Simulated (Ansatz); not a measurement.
Rows from a G0W0 calculation on SiBPC (zincblende [110] superlattice) (Pmn2_1) (Ansatz 0.2.0; G0W0 on PBEsol, plane waves, PAW; PAW set soft_1; 4×4×2 mesh, 43 empty bands, screening to 36 eV, PAW set soft_1 files), in eV. Spin-orbit coupling is left out.

The structure was built from a prototype and need not be the compound's stable phase.

```
row                       k  band   start       Σx  Σc at the solution      Vxc
  A                       Γ    c2  11.633   -7.308              -3.738  -12.101
  B  (-0.500, 0.000, 0.000)    c1  10.423   -7.238              -3.472  -11.629
  C                       Γ    v1   9.803  -17.137               2.445  -15.232
  D  (-0.500, 0.000, 0.000)    v1   7.813  -17.477               2.980  -14.791
  E                       Γ    c1  10.551   -7.167              -3.614  -11.727
  F                       Γ    v2   9.543  -17.297               2.476  -15.376
```

Give the quasiparticle energies and the shift of each level.

The quasiparticle equation reads E = start + Σx + Σc(E) − Vxc.

```
row  E (eV)  shift (eV)
  A  12.689      +1.056
  B  11.341      +0.918
  C  10.342      +0.540
  D   8.107      +0.294
  E  11.497      +0.946
  F  10.098      +0.555
```

The gap over the computed points goes from 0.62 eV to 1.00 eV.

Limits: not at the basis limit; coarse k mesh.

[Paths, hosts, dates, memory and timing lines, banners, echoed tables and standing remarks are left out of the program output.]

[Logs are printed without paths, hosts, clocks, repeated set-up lines and the standing remarks that a program may print on its own settings, such as how far it seeks lower states.]

[Runs of the session that timed out or met a known fault of the program may be left out.]

[Cells called generated may have been cut or substituted from an entry of the Crystallography Open Database or the Materials Project.]

[Hosts, paths, dates, database ids (printed as entryN), source tags and the programs' standing remarks are cut or masked in the printed files.]
